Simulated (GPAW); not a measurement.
Consider Fe3Ge (Pm-3m).

```cif
data_structure
_symmetry_space_group_name_H-M 'P 1'
_symmetry_Int_Tables_number 1
_cell_length_a 3.6605
_cell_length_b 3.6605
_cell_length_c 3.6605
_cell_angle_alpha 90.000
_cell_angle_beta 90.000
_cell_angle_gamma 90.000
_cell_volume 49.05
loop_
_atom_site_label
_atom_site_type_symbol
_atom_site_fract_x
_atom_site_fract_y
_atom_site_fract_z
_atom_site_occupancy
Ge1 Ge 0.00000 0.00000 0.00000 1
Fe2 Fe 0.50000 0.00000 0.50000 1
Fe3 Fe 0.50000 0.50000 0.00000 1
Fe4 Fe 0.00000 0.50000 0.50000 1
```

Absorber: atom 1, with 12 Fe at 2.59 Å (cuboctahedral, site symmetry m-3m). Method: GPAW, LDA, excited-electron core hole (neutral cell), 32-atom cell with 7.3 Å between holes, 3×3×3 k points, dipole transitions, Gaussian full width 1.96 eV up to 4 eV, rising linearly to 3.5 eV at 25 eV.

Question: Predict the near-edge structure at the Ge K edge.

Main maxima up to 30 eV above the zero (height): 2.0 eV (1.17), 7.4 eV (1.75), 15.2 eV (0.76) and 20.6 eV (0.87). A K edge sees empty p states on the absorber. 

The Ge K spectrum (energy from the lowest empty level; intensity scaled to a mean of 1 over the first 20 eV):

```
E (eV)  intensity
  -2.0       0.01
  -1.0       0.13
   0.0       0.53
   1.0       0.95
   2.0       1.17
   3.0       1.00
   4.0       0.76
   5.0       0.75
   6.0       1.17
   7.0       1.69
   8.0       1.67
   9.0       1.43
  10.0       1.37
  11.0       1.31
  12.0       1.03
  13.0       0.74
  14.0       0.69
  15.0       0.76
  16.0       0.73
  17.0       0.65
  18.0       0.64
  19.0       0.73
  20.0       0.84
  21.0       0.86
  22.0       0.77
  23.0       0.65
  24.0       0.57
  25.0       0.58
  26.0       0.63
  27.0       0.68
  28.0       0.68
  29.0       0.68
  30.0       0.68
  31.0       0.69
  32.0       0.76
```

The hole lies in one spin channel, while the script sums the empty states of both and takes the lower zero; where the two channels are split, this blurs and shifts the curve. The script folds with a Gaussian, whereas the core hole's own line is a Lorentzian, so the onset is too steep and the first peak too high. The spins start ferromagnetically in a simple order, which needn't be the measured one; gap and edge can depend on it. The structure is a computed Materials Project entry and may be a hypothetical form.

[Banner, clock and machine lines of the logs are left out without a mark of their own.]

[Logs are printed without paths, hosts, clocks, repeated set-up lines and the standing remarks that a program may print on its own settings, such as how far it seeks lower states.]

[Hosts, paths, dates, database ids (printed as entryN), source tags and the programs' standing remarks are cut or masked in the printed files.]

[Lists of maxima count a maximum above −3 eV only where it reaches 4 % of the highest in the window and stands out from its surroundings by 2 % of it (1.5 % where it reaches 55 %); shoulders and weaker maxima are passed over, and of the rest the first, up to two pre-edge ones and the few strongest are named.]
